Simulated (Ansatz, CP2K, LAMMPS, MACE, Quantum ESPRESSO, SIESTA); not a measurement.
**Amorphous 21HfO2-79Al2O3 (mol %) (110 atoms): one relaxed cell, several methods**

Aim: relax amorphous 21HfO2-79Al2O3 (mol %) (110 atoms), then compare forces, pressure and levels from several programs at that geometry.

All numbers are calculated, not measured.

## (1) The structure

The cell holds 110 atoms (5 Hf, 38 Al and 67 O), with edges of 10.80, 10.80 and 10.80 Å. Recipe: 110 atoms (5 Zr, 38 Al, 67 O) placed at random at 3.36 g/cm³, melted at 5000 K for 10 ps at fixed volume with the Morse and Coulomb pair potential with partial charges (Pedone, Malavasi, Menziani, Cormack and Segre, J. Phys. Chem. B 110, 11780 (2006)). Quenched from 5000 K to 300 K at 50 K/ps and fixed volume, held 5 ps, then minimised at fixed cell. Then Zr was replaced by Hf (the potential has no terms for the new elements, so the cell is a start for a DFT relaxation). Then the atoms were relaxed with MACE MPA-0 medium in the fixed cell. Then the atoms were relaxed with CP2K double zeta, PBE.

## (2) The relaxation

CP2K double zeta (DZVP-MOLOPT-SR, GTH-PBE potentials, 480 Ry; k-points Γ) took 39 geometry steps and reached its thresholds. It started from the geometry that MACE MPA-0 medium had relaxed.

Run time: 31 min. Hardware: 4 MPI ranks of Arm Neoverse V1, shared host; peak memory 3.1 GiB.

```
                                 before           after
      energy (meV/atom)               0            -2.8
Al-O bonds under 2.33 Å  167 at 1.827 Å  167 at 1.828 Å
Hf-O bonds under 2.82 Å   31 at 2.119 Å   31 at 2.111 Å
```

Atoms moved by 0.04 Å r.m.s. and 0.17 Å at most, with the common shift taken off.

## (3) Local order after relaxation

Density 3.94 g/cm³, 11.46 Å³ an atom.

Pair distribution functions g(r), in bins of 0.2 Å:

```
r (Å)  total   O-O  O-Al  O-Hf  Al-Al  Al-Hf  Hf-Hf
 1.60   0.06  0.00  0.14  0.00   0.00   0.00   0.00
 1.80   3.50  0.00  8.31  0.00   0.00   0.00   0.00
 2.00   0.87  0.00  1.31  5.83   0.00   0.00   0.00
 2.20   0.28  0.00  0.12  4.13   0.00   0.00   0.00
 2.40   0.24  0.48  0.07  0.56   0.00   0.00   0.00
 2.60   0.71  1.65  0.11  0.00   0.40   0.00   0.00
 2.80   1.42  3.13  0.30  0.00   0.90   0.65   0.00
 3.00   1.40  2.33  0.34  0.16   2.72   1.75   0.00
 3.20   1.15  1.10  0.60  0.00   3.48   2.32   0.00
 3.40   1.02  0.63  1.23  0.38   1.57   1.79   3.63
 3.60   0.94  0.70  1.26  0.81   0.27   2.46   0.00
 3.80   0.89  0.64  1.16  1.36   0.54   0.91   0.00
 4.00   0.79  0.49  1.17  0.85   0.48   0.17   2.54
 4.20   1.04  0.59  1.54  1.27   0.75   0.45   0.00
 4.40   1.04  0.56  1.56  1.56   0.61   0.54   0.00
 4.60   1.00  0.90  1.04  2.05   0.69   0.88   1.83
 4.80   1.11  1.35  0.92  1.50   0.84   1.26   1.76
 5.00   1.03  1.35  0.70  0.89   1.28   1.17   0.00
 5.20   1.02  1.44  0.70  0.33   1.25   0.59   0.00
```

Bonds by pair of elements; cutoffs follow the first minimum of g(r), held within bounds set by covalent radii, and pairs that aren't listed don't count as bonded:

```
pair A-B  cutoff (Å)  bonds  mean length (Å)  spread (Å)  shortest (Å)  B about A  A about B
    O-Al        2.33    167             1.83       0.082          1.68       2.49       4.39
    O-Hf        2.82     31             2.11       0.099          1.91      0.463        6.2
```

How many atoms have how many bonded neighbours:

```
element  mean  2   3   4   5  6  7
     Al  4.39  0   0  25  11  2  0
     Hf   6.2  0   0   0   0  4  1
      O  2.96  6  58   3   0  0  0
```

Bond angles (no mean is given where the spread exceeds 20°):

```
  angle  count  mean (°)  spread (°)
 O-Al-O    290         -           -
Al-O-Al    140       117          14
 O-Hf-O     81         -           -
Al-O-Hf     55       115        17.6
Hf-O-Hf      3         -           -
```

Oxygen atoms by the number of network formers (Si, P, Ge, B, Al, As, Ga) bound to them:

```
network formers bound to O  O atoms  per cent
                         0        0         0
                         1        5       7.5
                         2       26      38.8
                         3       34      50.7
                         4        2         3
```

Network units: each former by its oxygen neighbours and how many of them bridge to another former:

```
former  O neighbours  bridging O  atoms
    Al             4           3      3
    Al             4           4     22
    Al             5           4      2
    Al             5           5      9
    Al             6           6      2
```

Bond length by coordination (bonds to H left out):

```
element  coordination  atoms  mean bond length (Å)
     Al             4     25                  1.78
     Al             5     11                  1.88
     Al             6      2                  1.96
     Hf             6      4                  2.09
     Hf             7      1                  2.18
      O             2      6                  1.77
      O             3     58                  1.87
      O             4      3                  1.98
```

First main peaks of g(r), for some of the pairs, lie near 2.9 Å (O-O), 1.8 Å (O-Al), 2.1 Å (O-Hf) and 3.1 Å (Al-Al). By these cutoffs 66 % of Al atoms have 4, 80 % of Hf atoms have 6 and 87 % of O atoms have 3 bonded neighbours. Counting bonds to Al alone, not to Hf, 39 % of the oxygens join two of these atoms and 8 % one; 51 % join three; 3 % join four. The commonest Al unit has 4 oxygens, 4 of them shared with other formers (22 of 38 atoms).

## (4) The plane-wave reference

Quantum ESPRESSO 7.5: Kohn-Sham DFT, PBE, SSSP efficiency 1.3.0 pseudopotentials, plane waves. Its input for the relaxed cell:

```
&control
  calculation = 'scf'
  pseudo_dir = './pseudo'
  outdir = './tmp'
  disk_io = 'none'
  tprnfor = .true.
  tstress = .true.
/
&system
  ibrav = 0
  nat = 110
  ntyp = 3
  ecutwfc = 60
  ecutrho = 480
  nosym = .true.
  occupations = 'smearing'
  smearing = 'fd'
  degauss = 0.003675
/
&electrons
  conv_thr = 5.5e-07
  electron_maxstep = 100
  mixing_beta = 0.4
  mixing_mode = 'plain'
  diagonalization = 'david'
/
ATOMIC_SPECIES
Hf 178.490 Hf.upf
Al 26.982 Al.upf
O 15.999 O.upf
CELL_PARAMETERS angstrom
10.80170 0.00000 0.00000
0.00000 10.80170 0.00000
0.00000 0.00000 10.80170
ATOMIC_POSITIONS crystal
Hf 0.79281 0.32640 0.93335
Hf 0.28720 0.22203 0.28001
Hf 0.64064 0.11227 0.77718
[... 105 atom lines left out ...]
O 0.70926 0.06158 0.41744
O 0.77003 0.11849 0.91694
K_POINTS gamma
```

Elapsed: 5.3 min, on 4 MPI ranks of Arm Neoverse V1, shared host; peak memory 4.9 GiB; 21 min of CPU time.

## (5) All levels at this geometry

CPU times are from a shared host and are rough.

| level | basis or training data | k-points | own r.m.s. force (meV/Å) | difference from the reference (meV/Å) | pressure (GPa) | Kohn-Sham gap (eV) | CPU time | memory (GiB) |
| --- | --- | --- | --- | --- | --- | --- | --- | --- |
| QE, PBE | plane waves, SSSP efficiency, 60/480 Ry | Γ | 102 | - | 2.87 | 3.70 | 21 min | 4.9 |
| CP2K triple zeta, PBE | TZV2P-UZH, GTH-PBE potentials, 600 Ry | Γ | 95 | 90 | 0.56 | 3.71 | 29 min | 6.6 |
| SIESTA DZP, PBE | DZP orbitals, shift 0.01 Ry, mesh 400 Ry | Γ | 163 | 115 | 5.55 | 3.67 | 14 min | 3.3 |
| MACE MPA-0 medium | trained on PBE(+U) plane-wave data | - | 122 | 72 | 2.49 | - | 11 s | 1.3 |

The gap is the spacing of the highest filled and lowest empty Kohn-Sham level on the mesh; a dash marks partly filled levels, a spacing under 0.15 eV or a method without such levels.

## (6) Findings

Relaxation in the fixed cell lowers the energy by 3 meV/atom at its own level and moves atoms by up to 0.17 Å. The reference finds an r.m.s. force of 102 meV/Å there and a pressure of 2.87 GPa, at a geometry that CP2K double zeta made. Forces differ from the reference's by 72 meV/Å (MACE MPA-0 medium), 90 meV/Å (CP2K triple zeta, PBE) and 115 meV/Å (SIESTA DZP, PBE).

CP2K double zeta is at its own minimum here, so the reference's force is itself a measure of how the two differ. Pressures lie -0.4 GPa (MACE MPA-0 medium), -2.3 GPa (CP2K triple zeta, PBE) and +2.7 GPa (SIESTA DZP, PBE) from the reference's. The highest filled and lowest empty levels lie 3.70 eV apart in the reference, against 3.71 eV in CP2K triple zeta, PBE and 3.67 eV in SIESTA DZP, PBE. By these cutoffs 66 % of Al atoms have 4, 80 % of Hf atoms have 6 and 87 % of O atoms have 3 bonded neighbours.

**Limits.** The density was set by the recipe and held. One sample of a disordered cell; defect or tail levels can set the gap. Gaps are read on the mesh, which holds the band edges only if they fold onto it, and semilocal functionals tend to put them under measured ones. The quench rate of 50 K/ps is many orders above laboratory rates, so the cell is likely richer in defects and strain than a real sample. The reference samples only Γ, in a cell whose shortest periodic width is 11 Å. Spin–orbit coupling is left out, which matters for the levels of the heavy elements. The plane-wave runs aren't exact: their cutoffs and mesh weren't converged further here. SIESTA's automatically made basis is far from complete, and its potentials were converted by us (checked for H, C, O, Si, Ge and Ca alone). Where levels are smeared, the DFT runs use Fermi–Dirac occupations at 580 K (0.05 eV), and energies are free energies.

[Logs are printed without paths, hosts, clocks, repeated set-up lines and the standing remarks that a program may print on its own settings, such as how far it seeks lower states.]

[Hosts, paths, dates, database ids (printed as entryN), source tags and the programs' standing remarks are cut or masked in the printed files.]
